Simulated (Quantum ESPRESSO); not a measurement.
# MgO (Periclase): from Born charge to LO-TO splitting

Aim: work out the LO frequency and the static dielectric constant of MgO (Periclase) from one linear-response run, then check them.

Method: DFT LDA, scalar-relativistic, plane waves, PseudoDojo norm-conserving pseudopotentials, in Quantum ESPRESSO 7.5.

The database entry behind the starting cell differs from later determinations by our own check (about 0.1 % long), so it need not match the best structure at ambient conditions.

### 1. The relaxed structure

The structure is cubic, space group Fm-3m (No. 225). Conventional cell: a = 4.160 Å, b = 4.160 Å, c = 4.160 Å, α = 90.00°, β = 90.00°, γ = 90.00°. Mg has 6 O at 2.08 Å nearest. Nearest to O lie 6 Mg at 2.08 Å. Farther neighbours and most contacts between anions are not listed.

This is the cell after its relaxation at this level of theory, not the database cell from which that began.

### 2. What the response run gave

A linear-response run on the relaxed cell, with the response to an electric field; only its zone-centre results are used. Cutoff 92 Ry, k mesh 12×12×12.

The program printed:

```text
[banners, grids, parts of the stress and lines that vanish by symmetry left out]
Program PHONON v.7.5
     Reading xml data from directory:

[...]
Exchange-correlation= PW
                           (   1   4   0   0   0   0   0)
[...]
kinetic-energy cut-off    =      92.0000  Ry
     charge density cut-off    =     368.0000  Ry
     convergence threshold     =      1.0E-18
[...]
Exchange-correlation= PW
                           (   1   4   0   0   0   0   0)
[...]
q = (   0.0000000   0.0000000   0.0000000 )
     49 Sym.Ops. (with q -> -q+G )
     G cutoff =  576.1541  (  14361 G-vectors)     FFT grid: ( 36, 36, 36)
     number of k points=    72
[...]
Mode symmetry, O_h (m-3m)  point group:
[...]
Dielectric constant
[...]
End of electric fields calculation
          Dielectric constant in cartesian axis
          (       3.171331141       0.000000000       0.000000000 )
          (      -0.000000000       3.171331141      -0.000000000 )
          (       0.000000000      -0.000000000       3.171331141 )
          Effective charges (d Force / dE) in cartesian axis without acoustic sum rule applied (asr)
           atom    1  Mg    Mean Z*:        1.97179
      Ex  (        1.97179        0.00000       -0.00000 )
      Ey  (        0.00000        1.97179        0.00000 )
      Ez  (       -0.00000        0.00000        1.97179 )
           atom    2  O     Mean Z*:       -1.97154
      Ex  (       -1.97154       -0.00000       -0.00000 )
      Ey  (       -0.00000       -1.97154        0.00000 )
      Ez  (        0.00000        0.00000       -1.97154 )
          Effective charges Sum: Mean:        0.00026
[...]
Effective charges (d Force / dE) in cartesian axis with asr applied:
           atom    1  Mg    Mean Z*:        1.97167
[...]
atom    2  O     Mean Z*:       -1.97167
[...]
Representation #   1 modes #   1   2   3
[...]
End of self-consistent calculation
     Convergence has been achieved
     Representation #   2 modes #   4   5   6
[...]
End of self-consistent calculation
     Convergence has been achieved
[...]
Dielectric constant in cartesian axis
          (       3.171331141       0.000000000       0.000000000 )
          (      -0.000000000       3.171331141      -0.000000000 )
          (       0.000000000      -0.000000000       3.171331141 )
          Effective charges (d Force / dE) in cartesian axis without acoustic sum rule applied (asr)
           atom    1  Mg    Mean Z*:        1.97179
      Ex  (        1.97179        0.00000       -0.00000 )
      Ey  (        0.00000        1.97179        0.00000 )
      Ez  (       -0.00000        0.00000        1.97179 )
           atom    2  O     Mean Z*:       -1.97154
      Ex  (       -1.97154       -0.00000       -0.00000 )
      Ey  (       -0.00000       -1.97154        0.00000 )
      Ez  (        0.00000        0.00000       -1.97154 )
          Effective charges Sum: Mean:        0.00026
[...]
Effective charges (d Force / dE) in cartesian axis with asr applied:
           atom    1  Mg    Mean Z*:        1.97167
[...]
atom    2  O     Mean Z*:       -1.97167
[...]
q = (    0.000000000   0.000000000   0.000000000 )
[...]
freq (    1) =       0.079752 [THz] =       2.660239 [cm-1]
     freq (    2) =       0.079752 [THz] =       2.660239 [cm-1]
     freq (    3) =       0.079752 [THz] =       2.660239 [cm-1]
     freq (    4) =      12.263852 [THz] =     409.078070 [cm-1]
     freq (    5) =      12.263852 [THz] =     409.078070 [cm-1]
     freq (    6) =      12.263852 [THz] =     409.078070 [cm-1]
[...]
Mode symmetry, O_h (m-3m)  point group:
     freq (   1-   3) =          2.7  [cm-1]   --> T_1u G_15  G_4- I
     freq (   4-   6) =        409.1  [cm-1]   --> T_1u G_15  G_4- I

   JOB DONE.
```

```csv
quantity,value
cell volume Ω (Å³),18.002
mass of Mg (u),24.305
mass of O (u),15.999
"Born charge of Mg, raw (e)",1.972
"Born charge of O, raw (e)",-1.972
ε∞,3.171
ω(TO) after the sum rule (cm⁻¹),409.1
```

### 3. The calculation

The charges must sum to zero over the cell; taking off their mean, 0.000 e, leaves Z* = 1.972 e on Mg. In the polar mode Mg moves against O, so the reduced mass is μ = 24.30 × 16.00 / 40.30 = 9.648 u.

A longitudinal wave builds up a field that adds to the restoring force: ω(LO)² = ω(TO)² + 4π Z*² / (μ Ω ε∞), in Hartree atomic units. With μ = 17587 electron masses and Ω = 121.48 bohr³ the second term is 7.2097e-06 Ha², or 347284 cm⁻² (1 Ha = 219474.6 cm⁻¹).

So ω(LO) = √(167338 + 347284) = 717.4 cm⁻¹, and by the Lyddane-Sachs-Teller relation ε₀ = ε∞ (ω(LO)/ω(TO))² = 9.75.

### 4. Check against the program

The analysis program adds the same non-analytic term to the full matrix, here for q along (1 0 0).

The program printed:

```text
[banner, memory and clock lines left out]
Program DYNMAT v.7.5

     Reading Dynamical Matrix from file g.dyn
     ...Force constants read
     ...epsilon and Z* read

     Polarizability (A^3 units)
     multiply by 0.580121 for Clausius-Mossotti correction
         3.110538   -0.000000    0.000000
         0.000000    3.110538   -0.000000
         0.000000   -0.000000    3.110538

     IR activities are in (D/A)^2/amu units

# mode   [cm-1]    [THz]      IR
    1     -0.00   -0.0000    0.0000
    2     -0.00   -0.0000    0.0000
    3     -0.00   -0.0000    0.0000
    4    409.07   12.2637    9.2960
    5    409.07   12.2637    9.2960
    6    717.37   21.5063    9.2960
```

ε₀ comes from the program's run without a direction of q.

```csv
quantity,by hand,program
ω(LO) (cm⁻¹),717.4,717.4
ε₀,9.75,9.75
```

### 5. Outcome

```yaml
to_mode: 409.1 cm⁻¹
lo_mode: 717.4 cm⁻¹
static_dielectric_constant: 9.753
```

**Reading.** The LO mode of MgO (Periclase) lies at 717 cm⁻¹, 308 cm⁻¹ above the TO mode; the formula meets the program within 0.1 cm⁻¹, as it must for a cubic crystal with one polar mode. ω(LO)² − ω(TO)² goes with Z*²/ε∞: an error of 5 % in ε∞ would move the LO mode by 11.6 cm⁻¹, and semilocal functionals tend to overestimate ε∞. These are harmonic values at zero temperature, at the volume of this functional, for the structure held cubic; stability elsewhere in the zone is no part of this calculation.

[Host names and launcher messages were left out of these logs when they were recorded.]

[Logs are printed without paths, hosts, clocks, repeated set-up lines and the standing remarks that a program may print on its own settings, such as how far it seeks lower states.]

[Hosts, paths, dates, database ids (printed as entryN), source tags and the programs' standing remarks are cut or masked in the printed files.]
